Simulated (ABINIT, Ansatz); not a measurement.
An input for ABINIT 10.8.3 (SiC (F-43m)):

```
acell 3*1.0 Angstrom
rprim 
  -0.000000000000 2.179000000000 2.179000000000
  2.179000000000 0.000000000000 2.179000000000
  2.179000000000 2.179000000000 -0.000000000000
ntypat 2
znucl 14 6
natom 2
typat 1 2
xred 
  0.000000000000 0.000000000000 0.000000000000
  0.250000000000 0.250000000000 0.250000000000
pp_dirpath "pseudos"
pseudos "Si.upf, C.upf"
ecut 37
ngkpt 8 8 8
nshiftk 1
shiftk 0 0 0
kptopt 1
chksymbreak 0
istwfk *1
occopt 1
irdwfk 1
optdriver 99
bs_calctype 1
mbpt_sciss 0.745 eV
bs_loband 3
nband 6
bs_exchange_term 1
bs_coulomb_term 21
bs_coupling 0
bs_algorithm 2
bs_freq_mesh 0 11 0.1 eV
zcut 0.15 eV
ecuteps 4
ecutwfn 18.5
inclvkb 2
mdf_epsinf 6.96
irdden 1
bs_haydock_niter 300
bs_haydock_tol -0.02 0
indata_prefix "in"
outdata_prefix "out"
tmpdata_prefix "tmp"
```

```sh
OMP_NUM_THREADS=1 mpirun -n 8 abinit run.abi > log
```

Q: How long will it take on 8 MPI ranks of Intel Xeon Platinum 8259CL at 2.50GHz (Skylake/Cascade Lake), shared host, and how much memory?

It took 21 s; on shared hardware allow 11 s to 42 s. Peak host memory was 0.68 GiB.

The kernel grows as the square of the matrix size, and full diagonalisation as its cube.

[Paths, hosts, dates, memory and timing lines, banners, echoed tables and standing remarks are left out of the program output.]

[Logs are printed without paths, hosts, clocks, repeated set-up lines and the standing remarks that a program may print on its own settings, such as how far it seeks lower states.]

[Runs of the session that timed out or met a known fault of the program may be left out.]

[Hosts, paths, dates, database ids (printed as entryN), source tags and the programs' standing remarks are cut or masked in the printed files.]

[G0W0 gaps are taken among the corrected bands and points alone; a level outside them can change the order at an edge.]

[Where Ansatz stands beside ABINIT at settings called matched, ABINIT's density can come from a denser mesh and the files from another edition; pairs whose starting gaps differed by over 0.03 eV were left out, so agreement reads better than it is.]
